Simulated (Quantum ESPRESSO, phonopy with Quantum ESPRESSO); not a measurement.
# Al (Fm-3m): a volume series of phonon spectra, part 4 of 6

Wanted: mode Grüneisen parameters of Al and a free-energy fit over volumes.

Measurements to reproduce:
- volume expansion coefficient 69 1e-6/K and heat capacity C_P per formula unit 24.2 J/mol/K near room temperature (given in “High-Throughput Prediction of Finite-Temperature Properties using the Quasi-Harmonic Approximation”, 2016, arXiv:1603.06924)

Quantum ESPRESSO 7.5; DFT PBEsol, scalar-relativistic, plane waves, PseudoDojo norm-conserving pseudopotentials.

So far. Step 3 (Relaxation): After the last step pw.x solved the final cell once more on a basis chosen for it, which moves the energy without moving the atoms. Step 4 (Self-consistent run): On a basis chosen for the relaxed cell the pressure is -0.001 GPa, small enough for phonons.

## Step 5: A displaced supercell

One atom (for the harmonic constants) or a pair of atoms (for the cubic ones) is moved by a few hundredths of an ångström; the forces on all atoms give a column of force constants. The threshold is tight because the forces are small.

System of this step: Al. Symmetry: Imm2, No. 44, orthorhombic system. The conventional cell has a = 8.512 Å, b = 12.037 Å, c = 8.512 Å, α = 90.00°, β = 90.00°, γ = 90.00°. Nearest to Al lie 12 Al at 2.82 to 2.86 Å. Al has 12 Al at 2.82 to 2.84 Å nearest. Nearest to Al lie 12 Al at 2.84 to 2.86 Å. Nearest to Al lie 12 Al at 2.83 to 2.84 Å. Nearest to Al lie 12 Al at 2.84 Å. Nearest to Al lie 12 Al at 2.84 to 2.85 Å.

Input file disp-00001.in:

```
&CONTROL
  calculation = 'scf'
  prefix      = 'x'
  outdir      = './tmp'
  pseudo_dir  = './pseudo'
  tprnfor     = .true.
  disk_io     = 'none'
/
&SYSTEM
  ibrav       = 0
  nat         = 27
  ntyp        = 1
  ecutwfc     = 40.0
  occupations = 'smearing'
  smearing    = 'mv'
  degauss     = 0.02
/
&ELECTRONS
  conv_thr         = 1.0d-11
  mixing_beta      = 0.7
  electron_maxstep = 100
/
ATOMIC_SPECIES
 Al     26.9815  Al.upf
CELL_PARAMETERS angstrom
     0.000000000    6.018721422    6.018721422
     6.018721422    0.000000000    6.018721422
     6.018721422    6.018721422    0.000000000
ATOMIC_POSITIONS crystal
 Al     0.002349691   0.000000000   0.000000000
 Al     0.333333333   0.000000000   0.000000000
 Al     0.666666667   0.000000000   0.000000000
 Al     0.000000000   0.333333333   0.000000000
 Al     0.333333333   0.333333333   0.000000000
 Al     0.666666667   0.333333333   0.000000000
 Al     0.000000000   0.666666667   0.000000000
 Al     0.333333333   0.666666667   0.000000000
 Al     0.666666667   0.666666667   0.000000000
 Al     0.000000000   0.000000000   0.333333333
 Al     0.333333333   0.000000000   0.333333333
 Al     0.666666667   0.000000000   0.333333333
 Al     0.000000000   0.333333333   0.333333333
 Al     0.333333333   0.333333333   0.333333333
 Al     0.666666667   0.333333333   0.333333333
 Al     0.000000000   0.666666667   0.333333333
 Al     0.333333333   0.666666667   0.333333333
 Al     0.666666667   0.666666667   0.333333333
 Al     0.000000000   0.000000000   0.666666667
 Al     0.333333333   0.000000000   0.666666667
 Al     0.666666667   0.000000000   0.666666667
 Al     0.000000000   0.333333333   0.666666667
 Al     0.333333333   0.333333333   0.666666667
 Al     0.666666667   0.333333333   0.666666667
 Al     0.000000000   0.666666667   0.666666667
 Al     0.333333333   0.666666667   0.666666667
 Al     0.666666667   0.666666667   0.666666667
K_POINTS automatic
 5 5 5 0 0 0
```

The run is started by

```bash
$ OMP_NUM_THREADS=1 mpirun -n 8 pw.x -nk 8 -in disp-00001.in > disp-00001.out
```

The log of the run:

```text
[banner, memory and clock lines left out]
Program PWSCF v.7.5

     Message from routine setup:
     using ibrav=0 with symmetry is DISCOURAGED, use correct ibrav instead

     G-vector sticks info

     bravais-lattice index     =            0
     lattice parameter (alat)  =      16.0849  a.u.
     unit-cell volume          =    2942.6548 (a.u.)^3
     number of atoms/cell      =           27
     number of atomic types    =            1
     number of electrons       =        81.00
     number of Kohn-Sham states=           49
     kinetic-energy cutoff     =      40.0000  Ry
     charge density cutoff     =     160.0000  Ry
     scf convergence threshold =      1.0E-11
     mixing beta               =       0.7000
     number of iterations used =            8  plain     mixing
     Exchange-correlation= PBESOL
                           (   1   4  10   8   0   0   0)

     celldm(1)=  16.084890  celldm(2)=   0.000000  celldm(3)=   0.000000
     celldm(4)=   0.000000  celldm(5)=   0.000000  celldm(6)=   0.000000

     crystal axes: (cart. coord. in units of alat)
               a(1) = (   0.000000   0.707107   0.707107 )
               a(2) = (   0.707107   0.000000   0.707107 )
               a(3) = (   0.707107   0.707107   0.000000 )

     reciprocal axes: (cart. coord. in units 2 pi/alat)
               b(1) = ( -0.707107  0.707107  0.707107 )
               b(2) = (  0.707107 -0.707107  0.707107 )
               b(3) = (  0.707107  0.707107 -0.707107 )

     PseudoPot. # 1 for Al read from file:
     ./pseudo/Al.upf
     Pseudo is Norm-conserving + core correction, Zval =  3.0
     Using radial grid of 1876 points,  6 beta functions with:
                l(1) =   0
                l(2) =   0
                l(3) =   1
                l(4) =   1
                l(5) =   2
                l(6) =   2

     atomic species   valence    mass     pseudopotential
     Al                3.00    26.98150     Al( 1.00)

      4 Sym. Ops. (no inversion) found

   Cartesian axes

     site n.     atom                  positions (alat units)
         1        Al     tau(   1) = (   0.0000000   0.0016615   0.0016615  )
         2        Al     tau(   2) = (   0.0000000   0.2357023   0.2357023  )
         3        Al     tau(   3) = (   0.0000000   0.4714045   0.4714045  )
         4        Al     tau(   4) = (   0.2357023   0.0000000   0.2357023  )
         5        Al     tau(   5) = (   0.2357023   0.2357023   0.4714045  )
         6        Al     tau(   6) = (   0.2357023   0.4714045   0.7071068  )
         7        Al     tau(   7) = (   0.4714045   0.0000000   0.4714045  )
         8        Al     tau(   8) = (   0.4714045   0.2357023   0.7071068  )
         9        Al     tau(   9) = (   0.4714045   0.4714045   0.9428090  )
        10        Al     tau(  10) = (   0.2357023   0.2357023   0.0000000  )
        11        Al     tau(  11) = (   0.2357023   0.4714045   0.2357023  )
        12        Al     tau(  12) = (   0.2357023   0.7071068   0.4714045  )
        13        Al     tau(  13) = (   0.4714045   0.2357023   0.2357023  )
        14        Al     tau(  14) = (   0.4714045   0.4714045   0.4714045  )
        15        Al     tau(  15) = (   0.4714045   0.7071068   0.7071068  )
        16        Al     tau(  16) = (   0.7071068   0.2357023   0.4714045  )
[...]
20        Al     tau(  20) = (   0.4714045   0.7071068   0.2357023  )
        21        Al     tau(  21) = (   0.4714045   0.9428090   0.4714045  )
        22        Al     tau(  22) = (   0.7071068   0.4714045   0.2357023  )
        23        Al     tau(  23) = (   0.7071068   0.7071068   0.4714045  )
        24        Al     tau(  24) = (   0.7071068   0.9428090   0.7071068  )
        25        Al     tau(  25) = (   0.9428090   0.4714045   0.4714045  )
        26        Al     tau(  26) = (   0.9428090   0.7071068   0.7071068  )
        27        Al     tau(  27) = (   0.9428090   0.9428090   0.9428090  )

     number of k points=    27  Marzari-Vanderbilt smearing, width (Ry)=  0.0200
                       cart. coord. in units 2pi/alat
        k(    1) = (   0.0000000   0.0000000   0.0000000), wk =   0.0160000
        k(    2) = (   0.1414214   0.1414214  -0.1414214), wk =   0.0640000
        k(    3) = (   0.2828427   0.2828427  -0.2828427), wk =   0.0640000
        k(    4) = (   0.2828427  -0.0000000   0.0000000), wk =   0.0320000
        k(    5) = (   0.4242641   0.1414214  -0.1414214), wk =   0.0640000
        k(    6) = (  -0.1414214  -0.4242641   0.4242641), wk =   0.0640000
        k(    7) = (   0.0000000  -0.2828427   0.2828427), wk =   0.0320000
        k(    8) = (   0.5656854  -0.0000000   0.0000000), wk =   0.0320000
        k(    9) = (   0.0000000  -0.5656854   0.5656854), wk =   0.0320000
        k(   10) = (  -0.1414214  -0.4242641   0.7071068), wk =   0.1280000
        k(   11) = (   0.1414214   0.1414214   0.1414214), wk =   0.0640000
        k(   12) = (   0.2828427   0.2828427   0.2828427), wk =   0.0640000
        k(   13) = (   0.0000000   0.2828427  -0.0000000), wk =   0.0640000
        k(   14) = (   0.1414214   0.4242641   0.1414214), wk =   0.1280000
        k(   15) = (  -0.1414214  -0.4242641   0.1414214), wk =   0.1280000
        k(   16) = (  -0.4242641  -0.1414214  -0.1414214), wk =   0.0640000
[...]
k(   20) = (  -0.2828427   0.0000000  -0.2828427), wk =   0.1280000
        k(   21) = (  -0.0000000   0.2828427   0.2828427), wk =   0.0320000
        k(   22) = (   0.0000000   0.5656854  -0.0000000), wk =   0.0640000
        k(   23) = (  -0.5656854   0.0000000  -0.5656854), wk =   0.1280000
        k(   24) = (  -0.0000000   0.5656854   0.5656854), wk =   0.0320000
        k(   25) = (  -0.4242641  -0.1414214  -0.7071068), wk =   0.1280000
        k(   26) = (   0.7071068   0.4242641  -0.1414214), wk =   0.0640000
        k(   27) = (  -0.7071068   0.4242641   0.1414214), wk =   0.0640000

     Dense  grid:   100493 G-vectors     FFT dimensions: (  72,  72,  72)

     Initial potential from superposition of free atoms

     starting charge      80.9370, renormalised to      81.0000
     Starting wfcs are  108 randomized atomic wfcs

     per-process dynamical memory:   196.7 Mb

     Self-consistent Calculation

     iteration #  1     ecut=    40.00 Ry     beta= 0.70
     Davidson diagonalization with overlap
     ethr =  1.00E-02,  avg # of iterations =  3.7

     Threshold (ethr) on eigenvalues was too large:
     Diagonalizing with lowered threshold

     Davidson diagonalization with overlap
[...]
total energy              =    -125.28873306 Ry
     estimated scf accuracy    <          3.7E-09 Ry

     iteration # 11     ecut=    40.00 Ry     beta= 0.70
     Davidson diagonalization with overlap
     c_bands:  4 eigenvalues not converged
     ethr =  4.14E-12,  avg # of iterations =  1.9

     total energy              =    -125.28873305 Ry
     estimated scf accuracy    <          2.1E-09 Ry

     iteration # 12     ecut=    40.00 Ry     beta= 0.70
     Davidson diagonalization with overlap
     c_bands:  2 eigenvalues not converged
     ethr =  2.54E-12,  avg # of iterations =  3.6

     total energy              =    -125.28873306 Ry
     estimated scf accuracy    <          5.6E-11 Ry

     iteration # 13     ecut=    40.00 Ry     beta= 0.70
     Davidson diagonalization with overlap
     c_bands:  5 eigenvalues not converged
     ethr =  1.00E-13,  avg # of iterations =  6.8

     End of self-consistent calculation

          k = 0.0000 0.0000 0.0000 ( 12627 PWs)   bands (ev):

    -3.1858  -0.1676  -0.1583  -0.1560  -0.1559  -0.1559  -0.1559  -0.1537
    -0.1446   0.8293   0.8349   0.8370   0.8371   0.8392   0.8449   4.7306
     4.7338   4.7351   4.7387   4.7390   4.7402   4.7402   4.7413   4.7416
     4.7452   4.7464   4.7497   6.9782   6.9786   6.9883   6.9886   6.9888
     6.9889   6.9889   6.9891   6.9892   6.9896   6.9992   6.9995   8.5090
     8.5115   8.5168   8.5177   8.5178   8.5187   8.5187   8.5195   8.5195
     8.5203

          k = 0.1414 0.1414-0.1414 ( 12537 PWs)   bands (ev):

    -3.0634  -1.2393  -0.4408  -0.4361  -0.4314   0.1576   0.1623   0.1670
     0.3580   0.3627   0.3674   1.1568   1.7385   1.7432   1.7480   3.3090
     3.3138   3.3186   4.8445   4.8452   4.8494   4.8506   4.8548   4.8555
     5.6785   5.6833   5.6880   6.3993   6.4045   6.4096   6.4274   6.4793
     6.4798   6.4839   6.4851   6.4891   6.4900   7.2360   7.2377   7.2395
     7.9474   7.9488   7.9501   8.4923   8.4934   8.4946   9.2400   9.2417
     9.2448

          k = 0.2828 0.2828-0.2828 ( 12599 PWs)   bands (ev):

    -2.6967  -2.0876  -0.4811  -0.4763  -0.4717  -0.2810  -0.2764  -0.2716
     1.1122   1.1170   1.1217   2.0979   2.1027   2.1075   2.6882   2.8683
     2.8730   2.8778   4.2046   4.2095   4.2142   4.4676   5.1546   5.1550
     5.1599   5.1607   5.1654   5.1659   5.7958   5.7966   5.7999   5.8014
[...]
9.8780

          k = 0.2828-0.0000 0.0000 ( 12575 PWs)   bands (ev):

[...]
9.4384

          k = 0.4243 0.1414-0.1414 ( 12572 PWs)   bands (ev):

[...]
9.7205

          k =-0.1414-0.4243 0.4243 ( 12570 PWs)   bands (ev):

[...]
9.6588

          k = 0.0000-0.2828 0.2828 ( 12568 PWs)   bands (ev):

[...]
9.7107

          k = 0.5657-0.0000 0.0000 ( 12575 PWs)   bands (ev):

[...]
10.6197

          k = 0.0000-0.5657 0.5657 ( 12600 PWs)   bands (ev):

[...]
9.6542

          k =-0.1414-0.4243 0.7071 ( 12552 PWs)   bands (ev):

[...]
9.8923

          k = 0.1414 0.1414 0.1414 ( 12537 PWs)   bands (ev):

[...]
9.2444

          k = 0.2828 0.2828 0.2828 ( 12599 PWs)   bands (ev):

[...]
9.8764

          k = 0.0000 0.2828-0.0000 ( 12575 PWs)   bands (ev):

[...]
9.4376

          k = 0.1414 0.4243 0.1414 ( 12572 PWs)   bands (ev):

[...]
9.7205

          k =-0.1414-0.4243 0.1414 ( 12572 PWs)   bands (ev):

[...]
9.7206

          k =-0.4243-0.1414-0.1414 ( 12572 PWs)   bands (ev):

[...]
9.7205

          k =-0.4243-0.1414-0.4243 ( 12570 PWs)   bands (ev):

[...]
k = 0.4243 0.1414-0.4243 ( 12570 PWs)   bands (ev):

[...]
k = 0.1414 0.4243 0.4243 ( 12570 PWs)   bands (ev):

[...]
k =-0.2828 0.0000-0.2828 ( 12568 PWs)   bands (ev):

[...]
9.7094

          k =-0.0000 0.2828 0.2828 ( 12568 PWs)   bands (ev):

[...]
9.7100

          k = 0.0000 0.5657-0.0000 ( 12575 PWs)   bands (ev):

[...]
10.5923

          k =-0.5657 0.0000-0.5657 ( 12600 PWs)   bands (ev):

[...]
9.6801

          k =-0.0000 0.5657 0.5657 ( 12600 PWs)   bands (ev):

[...]
9.6897

          k =-0.4243-0.1414-0.7071 ( 12552 PWs)   bands (ev):

[...]
9.8922

          k = 0.7071 0.4243-0.1414 ( 12552 PWs)   bands (ev):

[...]
6.9889   7.0530   7.0531   7.3413   7.5972   7.5972   7.8179   7.8180
     8.3856   8.4093   8.4096   8.4884   9.1032   9.1033   9.3741   9.3741
     9.8923

          k =-0.7071 0.4243 0.1414 ( 12552 PWs)   bands (ev):

    -2.3715  -1.7639  -1.7638  -1.5619  -0.1562  -0.1561   0.0432   0.8392
     1.4325   1.4325   1.6282   1.6282   2.4147   2.4147   2.9967   2.9972
     2.9996   3.0001   3.1848   3.9454   3.9454   3.9609   4.5174   4.5175
     4.6031   4.6032   4.6393   4.7757   4.7757   5.4929   6.8719   6.8947
     6.9887   7.0531   7.0533   7.3412   7.5972   7.5972   7.8179   7.8179
     8.3856   8.4092   8.4095   8.4885   9.1033   9.1033   9.3741   9.3741
     9.8922

     the Fermi energy is     8.1932 ev

!    total energy              =    -125.28873306 Ry
     estimated scf accuracy    <          7.2E-12 Ry
     smearing contrib. (-TS)   =      -0.00086389 Ry
     internal energy E=F+TS    =    -125.28786916 Ry

     The total energy is F=E-TS. E is the sum of the following terms:
     one-electron contribution =      80.20890794 Ry
     hartree contribution      =       0.19919376 Ry
     xc contribution           =     -58.76298899 Ry
     ewald contribution        =    -146.93298187 Ry

     convergence has been achieved in  13 iterations

     Forces acting on atoms (cartesian axes, Ry/au):

     atom    1 type  1   force =    -0.00000000   -0.00280564   -0.00280564
     atom    2 type  1   force =     0.00000000    0.00081236    0.00081236
     atom    3 type  1   force =    -0.00000000    0.00074269    0.00074269
     atom    4 type  1   force =     0.00041379   -0.00007307    0.00037617
     atom    5 type  1   force =     0.00000088   -0.00001267   -0.00001320
     atom    6 type  1   force =    -0.00039674    0.00036660   -0.00007048
     atom    7 type  1   force =     0.00039674   -0.00007048    0.00036660
     atom    8 type  1   force =    -0.00041379    0.00037617   -0.00007307
     atom    9 type  1   force =    -0.00000088   -0.00001320   -0.00001267
     atom   10 type  1   force =     0.00041379    0.00037617   -0.00007307
     atom   11 type  1   force =     0.00000088   -0.00001320   -0.00001267
     atom   12 type  1   force =    -0.00039674   -0.00007048    0.00036660
     atom   13 type  1   force =    -0.00000271   -0.00001065   -0.00001065
     atom   14 type  1   force =     0.00000053   -0.00001194   -0.00001194
     atom   15 type  1   force =    -0.00000106    0.00000806    0.00000806
     atom   16 type  1   force =     0.00000000   -0.00003663   -0.00003115
[...]
atom   20 type  1   force =    -0.00041379   -0.00007307    0.00037617
     atom   21 type  1   force =    -0.00000088   -0.00001267   -0.00001320
     atom   22 type  1   force =     0.00000000   -0.00003115   -0.00003663
     atom   23 type  1   force =     0.00000000    0.00000750    0.00009269
     atom   24 type  1   force =     0.00000000    0.00009188    0.00000868
     atom   25 type  1   force =    -0.00000053   -0.00001194   -0.00001194
     atom   26 type  1   force =     0.00000106    0.00000806    0.00000806
     atom   27 type  1   force =     0.00000271   -0.00001065   -0.00001065

     Total force =     0.004546     Total SCF correction =     0.000003
     Message from routine punch:
     Nothing written, as per user request (disk_io='none')
```

Elapsed: 2.9 min, on 8 MPI ranks of Arm Neoverse V2, shared host; 23 min of CPU time.

Force (size) by element, in eV/Å:

| element | atoms | mean | spread (r.m.s.) | least | largest |
| --- | --- | --- | --- | --- | --- |
| Al | 27 | 0.011 | 0.020 | 0.000 | 0.102 |

The atoms with the largest values:

| atom | x, y, z (Å) | force (eV/Å) |
| --- | --- | --- |
| Al1 | 0.00, 0.01, 0.01 | 0.000, -0.072, -0.072 |
| Al2 | 0.00, 2.01, 2.01 | 0.000, 0.021, 0.021 |
| Al3 | 0.00, 4.01, 4.01 | 0.000, 0.019, 0.019 |
| Al4 | 2.01, 0.00, 2.01 | 0.011, -0.002, 0.010 |
| Al8 | 4.01, 2.01, 6.02 | -0.011, 0.010, -0.002 |
| Al10 | 2.01, 2.01, 0.00 | 0.011, 0.010, -0.002 |
| Al20 | 4.01, 6.02, 2.01 | -0.011, -0.002, 0.010 |
| Al7 | 4.01, 0.00, 4.01 | 0.010, -0.002, 0.009 |

## Step 6: Lattice dynamics at this volume, V/V0 1

This step: DFT PBEsol, scalar-relativistic, plane waves, PseudoDojo norm-conserving pseudopotentials (phonopy with Quantum ESPRESSO 4.10.0 / 7.5).

It took 2.9 min on 8 threads; 23 min of CPU time.

Numbers from this step:

```yaml
highest_frequency: 338.7 cm⁻¹
debye_temperature_from_the_second_moment: 421 K
lowest_frequency_on_the_path: 0 cm⁻¹
zero_point_energy: 0.04035 eV/cell
gamma_frequencies: 0, 0, 0 cm⁻¹ (negative: imaginary)
```

Phonopy, no LO-TO term. Phonon branches along the path, in cm⁻¹:

| point | branch 1 | branch 2 | branch 3 |
| --- | --- | --- | --- |
| Γ | 0 | 0 | 0 |
| halfway | 142 | 142 | 243 |
| X | 204 | 204 | 326 |
| halfway | 202 | 223 | 320 |
| U | 196 | 261 | 299 |
| jump to K | 196 | 261 | 299 |
| halfway | 125 | 168 | 258 |
| Γ | 0 | 0 | 0 |
| halfway | 110 | 110 | 238 |
| L | 160 | 160 | 339 |
| halfway | 183 | 225 | 315 |
| W | 223 | 275 | 275 |
| halfway | 213 | 228 | 313 |
| X | 204 | 204 | 326 |

The phonon branches as a text plot (rows in cm⁻¹):

```
    332 |            **                         ******          *
    318 |          **  **                      *      *      ***
    303 |         *      **                            *    *
    289 |                  *****                        *  *
    275 |       **         *                 **          **
    261 |                 *     *                       *  *
    247 |     **         *  **                         *    *
    233 |               *                   *                *
    219 |              *                              *  ******
    205 |          *******    ** **                  *  *     ***
    191 |    *    *       **               *           *
    176 |                   **                      ***
    162 |       **              *               *****
    148 |     **              **   **          *
    134 |  **                            **  **
    120 |                       ***
    106 |    *                              *
     92 |                        **        *
     78 |  **                      ***
     64 | *                        **   ***
     49 |
     35 | *                          *  *
     21 |
      7 |*                            **
         Γ           X  U|K            Γ         L        W     X
```

Harmonic. Thermo, by row:

| T (K) | F_vib (meV/atom) | S (J/mol-atom/K) | C_V (J/mol-atom/K) |
| --- | --- | --- | --- |
| 0 | 40.35 | 0 | 0 |
| 50 | 40.21 | 1.112 | 3.353 |
| 100 | 38.42 | 6.231 | 12.13 |
| 150 | 33.62 | 12.28 | 17.47 |
| 200 | 25.81 | 17.73 | 20.24 |
| 250 | 15.38 | 22.42 | 21.76 |
| 300 | 2.68 | 26.47 | 22.66 |
| 350 | -11.97 | 30.01 | 23.23 |
| 400 | -28.35 | 33.14 | 23.61 |
| 450 | -46.27 | 35.94 | 23.88 |
| 500 | -65.56 | 38.47 | 24.08 |
| 550 | -86.09 | 40.77 | 24.23 |
| 600 | -107.8 | 42.88 | 24.34 |
| 650 | -130.5 | 44.83 | 24.43 |
| 700 | -154.2 | 46.65 | 24.5 |
| 750 | -178.8 | 48.34 | 24.55 |
| 800 | -204.3 | 49.92 | 24.6 |
| 850 | -230.6 | 51.42 | 24.64 |
| 900 | -257.6 | 52.83 | 24.67 |
| 950 | -285.3 | 54.16 | 24.7 |
| 1000 | -313.7 | 55.43 | 24.72 |

Phonopy on the run's constants, 21x21x21 mesh, Gaussian sigma 2.6 cm⁻¹. Modes, Al against wavenumber; read off at these points:

| wavenumber (cm⁻¹) | modes, Al (1/cm⁻¹/cell) |
| --- | --- |
| -10.0 | 0 |
| 0.0 | 4.7e-5 |
| 10.0 | 0 |
| 20.0 | 1.8e-4 |
| 30.0 | 2.8e-4 |
| 40.0 | 3.6e-4 |
| 50.0 | 7.7e-4 |
| 60.0 | 9.7e-4 |
| 70.0 | 0.00156 |
| 80.0 | 0.00129 |
| 90.0 | 0.00318 |
| 100.0 | 0.00362 |
| 110.0 | 0.00415 |
| 120.0 | 0.00525 |
| 130.0 | 0.00628 |
| 140.0 | 0.00831 |
| 150.0 | 0.0123 |
| 160.0 | 0.0170 |
| 170.0 | 0.0203 |
| 180.0 | 0.0196 |
| 190.0 | 0.0231 |
| 200.0 | 0.0202 |
| 205.2 | 0.0222 |
| 210.0 | 0.0157 |
| 220.0 | 0.0124 |
| 230.0 | 0.00910 |
| 240.0 | 0.0112 |
| 250.0 | 0.00928 |
| 260.0 | 0.00915 |
| 270.0 | 0.0075 |
| 280.0 | 0.00686 |
| 290.0 | 0.0145 |
| 300.0 | 0.0248 |
| 310.0 | 0.0197 |
| 320.0 | 0.0105 |
| 330.0 | 0.00425 |
| 340.0 | 5.4e-4 |
| 350.0 | 0 |

No mode is imaginary beyond numerical noise along the path.

The time given is that of the one pw.x run on a displaced cell behind this step.

[end of part 4 of 6]

[Logs are printed without paths, hosts, clocks, repeated set-up lines and the standing remarks that a program may print on its own settings, such as how far it seeks lower states.]

[Hosts, paths, dates, database ids (printed as entryN), source tags and the programs' standing remarks are cut or masked in the printed files.]

[A step with changed settings may run another functional than the one named; its input shows which.]

[Of the runs on displaced cells, only some may be shown.]
